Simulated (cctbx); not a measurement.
# Accept or mend?

Cell a = 8.1970 Å, b = 8.1970 Å, c = 4.6320 Å, α = 90.00°, β = 90.00°, γ = 90.00°; space group I4/mmm (no. 139). The compound is ErMn8Rh4.

The data are simulated with cctbx, not measured: Cu Kα, λ = 1.54184 Å, to d = 0.8 Å, 70 % of the full sphere, strongest reflection 5000 counts, noise from counting, a 6 % proportional error and a noise floor of 8 counts (s.d.); no absorption, and some extinction, which the refinements don't model.

An anisotropic refinement with weights 1/σ² prints:

```text
Rint 0.057, 114 unique reflections to 0.80 A
cycle     R1     wR2    GooF  max shift (A)
   1  0.1219  0.2697   6.808   0.00216
   2  0.0429  0.0961   2.426   0.00001
final R1 0.0430 wR2 0.0961 GooF 2.426  parameters 14  data/parameter 8.1
atom        x        y        z      Ueq    occ   su(xyz)  su(Uiso or U11)
Er1    0.00000  0.00000  0.00000   0.0174  1.000  0.00000  0.0010
Rh1    0.25000  0.75000  0.25000   0.0026  1.000  0.00000  0.0007
Mn1    0.00000  0.77154  0.50000   0.0031  1.000  0.00046  0.0018
Mn2    0.00000  0.34032  0.00000   0.0081  1.000  0.00052  0.0021
difference map: max 3.34 min -4.07 rms 0.70
Q1    0.2500  0.2500  0.2500    8    3.36  0.00 A from Rh1
Q2    0.0916  0.0916  0.0000    8    1.80  1.06 A from Er1
Q3    0.1126  0.3090  0.3210   32    1.39  1.27 A from Rh1
Q4    0.0000  0.1113  0.1549   16    1.35  1.16 A from Er1
Q5    0.0381  0.3993  0.1317   32    1.18  0.84 A from Mn2
Q6    0.0000  0.3930  0.3816   16    1.15  1.46 A from Mn1
```

**Question.** Can this result stand? If not, what is the likely fault?

Mend it. The fault: dispersion terms of the wrong wavelength (0.71073 Å). Against the right model at the same level, R1 goes from 0.0217 to 0.0430 and GooF from 1.00 to 2.43, U of Rh1 shrinks from 0.0086 to 0.0026 Å², U of Er1 swells from 0.0062 to 0.0174 Å², the top difference peak, 3.4 e/Å³, lies on Rh1 and a hole of -4.1 e/Å³ opens. f′ and f″ must be those of the data's wavelength; the error mimics a mistyped heavy atom. The signs are weak, and the output alone doesn't single this fault out.

The compound is ErMn8Rh4. The right model at the same level gives:

```text
Rint 0.057, 114 unique reflections to 0.80 A
cycle     R1     wR2    GooF  max shift (A)
   1  0.0293  0.0595   1.502   0.00041
   2  0.0217  0.0397   1.003   0.00000
final R1 0.0217 wR2 0.0397 GooF 1.003  parameters 14  data/parameter 8.1
atom        x        y        z      Ueq    occ   su(xyz)  su(Uiso or U11)
Er1    0.00000  0.00000  0.00000   0.0062  1.000  0.00000  0.0004
Rh1    0.25000  0.75000  0.25000   0.0086  1.000  0.00000  0.0003
Mn1    0.00000  0.77135  0.50000   0.0045  1.000  0.00019  0.0008
Mn2    0.00000  0.34005  0.00000   0.0098  1.000  0.00022  0.0009
difference map: max 1.10 min -1.21 rms 0.36
Q1    0.1929  0.1929  0.1635   16    1.12  0.77 A from Rh1
Q2    0.0977  0.0977  0.0000    8    1.04  1.13 A from Er1
Q3    0.0000  0.3898  0.1535   16    0.97  0.82 A from Mn2
Q4    0.1203  0.3037  0.3132   32    0.89  1.19 A from Rh1
Q5    0.0722  0.3920  0.3681   32    0.84  1.29 A from Mn2
Q6    0.0735  0.1328  0.3405   32    0.66  1.24 A from Mn1
```

The model is made up (kin elements in a known structure type, no relaxation), so it says nothing on whether the phase exists.

[Middle refinement cycles are left out of these outputs.]

[Logs are printed without paths, hosts, clocks, repeated set-up lines and the standing remarks that a program may print on its own settings, such as how far it seeks lower states.]
